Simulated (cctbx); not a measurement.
# From intensities to atoms

Cell a = 3.9260 Å, b = 22.7990 Å, c = 3.6930 Å, α = 90.00°, β = 90.00°, γ = 90.00°; space group Cmcm (no. 63); content Ta8 Al12.

The data are simulated with cctbx, not measured: Cu Kα, λ = 1.54184 Å, to d = 0.83 Å, 50 % of the full sphere, strongest reflection 40000 counts, noise from counting, a 3 % proportional error and a noise floor of 4 counts (s.d.); no absorption.

Charge flipping in P1 on plain amplitudes to 0.83 Å, δ = 1.1 σ, 20 % of the reflections treated as weak, 400 cycles:

```text
cycle      R  skewness
    0  0.573     0.38
   33  0.417     3.86
   66  0.403     3.84
   99  0.402     3.87
  132  0.406     3.68
  165  0.402     3.78
  198  0.403     3.64
  231  0.410     3.67
  264  0.426     3.63
  297  0.407     3.62
  330  0.413     3.65
  363  0.394     3.72
  396  0.409     3.66
origin shift          correlation  skewness
 0.449  0.423  0.170      0.904      6.87
 0.447  0.058  0.177      0.894      5.12
 0.444  0.291  0.172      0.894      6.09
 0.429  0.221  0.182      0.829      4.00
taken: symmetry correlation 0.904, skewness 6.87
peak      x       y       z  mult  height/sigma
Q1    0.0000  0.4317  0.2500    4     16.9
Q2    0.0000  0.2995  0.7500    4     14.0
Q3    0.0000  0.1110  0.2500    4      2.8
Q4    0.0000  0.0235  0.2500    4      2.7
Q5    0.0000  0.1633  0.7500    4      1.8
Q6    0.2382  0.0487  0.5987   16      1.3
Q7    0.1392  0.3038  0.0587   16      1.3
Q8    0.1537  0.0979  0.0773   16      1.1
Q9    0.0000  0.2467  0.7500    4      1.0
Q10   0.1620  0.2057  0.7500    8      1.0
```

The origin is taken among those within 0.04 of the best correlation, by the skewness of the map.

Run time: 0.37 s on 1 thread of Arm Neoverse V2 (shared host), peak memory 0.08 GiB.

**Question.** Which peaks are atoms, and which elements?

Heights go roughly as Z and multiplicities must add up to the content. First model: Q1 = Ta1 (4 in the cell, height 16.9), Q2 = Ta2 (4 in the cell, height 14.0), Q3 = Al1 (4 in the cell, height 2.8), Q4 = Al2 (4 in the cell, height 2.7) and Q5 = Al3 (4 in the cell, height 1.8). Against the true structure, Q1 is Ta, Q2 is Ta, Q3 is Al, Q4 is Al and Q5 is Al; the other peaks are not atoms.

Least squares on F², isotropic:

```text
Rint 0.020, 195 unique reflections to 0.83 A
cycle     R1     wR2    GooF  max shift (A)
   1  0.1350  0.3647  15.027   0.06041
   2  0.0120  0.0322   1.328   0.00002
final R1 0.0120 wR2 0.0322 GooF 1.328  parameters 10  data/parameter 19.5
atom        x        y        z      Ueq    occ   su(xyz)  su(Uiso or U11)
Ta1    0.00000  0.43061  0.25000   0.0049  1.000  0.00001  0.0002
Ta2    0.00000  0.29880  0.75000   0.0043  1.000  0.00001  0.0002
Al1    0.00000  0.11365  0.25000   0.0077  1.000  0.00010  0.0004
Al2    0.00000  0.02252  0.25000   0.0069  1.000  0.00009  0.0004
Al3    0.00000  0.16516  0.75000   0.0074  1.000  0.00010  0.0004
difference map: max 0.89 min -0.90 rms 0.21
Q1    0.1824  0.2024  0.2500    8    0.99  1.25 A from Ta2
Q2    0.0000  0.2769  0.7500    4    0.91  0.50 A from Ta2
Q3    0.0000  0.0625  0.7500    4    0.72  1.94 A from Al2
Q4    0.0000  0.0662  0.0906    8    0.71  1.16 A from Al2
Q5    0.0000  0.3257  0.7500    4    0.65  0.61 A from Ta2
```

Anisotropic refinement:

```text
Rint 0.020, 195 unique reflections to 0.83 A
cycle     R1     wR2    GooF  max shift (A)
   1  0.0120  0.0323   1.366   0.00089
   2  0.0100  0.0243   1.028   0.00000
final R1 0.0100 wR2 0.0243 GooF 1.028  parameters 20  data/parameter 9.8
atom        x        y        z      Ueq    occ   su(xyz)  su(Uiso or U11)
Ta1    0.00000  0.43060  0.25000   0.0049  1.000  0.00001  0.0002
Ta2    0.00000  0.29880  0.75000   0.0043  1.000  0.00001  0.0002
Al1    0.00000  0.11362  0.25000   0.0077  1.000  0.00008  0.0008
Al2    0.00000  0.02251  0.25000   0.0070  1.000  0.00008  0.0008
Al3    0.00000  0.16512  0.75000   0.0073  1.000  0.00008  0.0008
difference map: max 0.66 min -0.88 rms 0.18
Q1    0.1544  0.2045  0.2500    8    0.76  1.36 A from Ta2
Q2    0.0000  0.0637  0.7500    4    0.73  1.97 A from Al2
Q3    0.0000  0.0646  0.0894    8    0.66  1.13 A from Al2
Q4    0.0000  0.0231  0.7500    4    0.61  1.04 A from Al2
Q5    0.1831  0.4784  0.7500    8    0.59  1.24 A from Al2
Q6    0.0000  0.4665  0.2500    4    0.47  0.82 A from Ta1
```

**Reading.** The refinement ends at R1 = 0.0100, wR2 = 0.0243, GooF = 1.03, with difference density between -0.88 and 0.66 e/Å³. Every site matches the true model in element, within 0.001 Å r.m.s., up to an allowed shift of origin.

True model:

| atom | mult. | x | y | z | Ueq (Å²) |
| --- | --- | --- | --- | --- | --- |
| Ta1 | 4 | 0 | 0.2988 | 3/4 | 0.0044 |
| Ta2 | 4 | 1/2 | 0.0694 | 3/4 | 0.0050 |
| Al1 | 4 | 0 | 0.1651 | 3/4 | 0.0074 |
| Al2 | 4 | 1/2 | 0.3864 | 3/4 | 0.0081 |
| Al3 | 4 | 1/2 | 0.4776 | 3/4 | 0.0072 |

The model is made up (kin elements in a known structure type, no relaxation), so it says nothing on whether the phase exists.

[Middle refinement cycles are left out of these outputs.]

[Logs are printed without paths, hosts, clocks, repeated set-up lines and the standing remarks that a program may print on its own settings, such as how far it seeks lower states.]
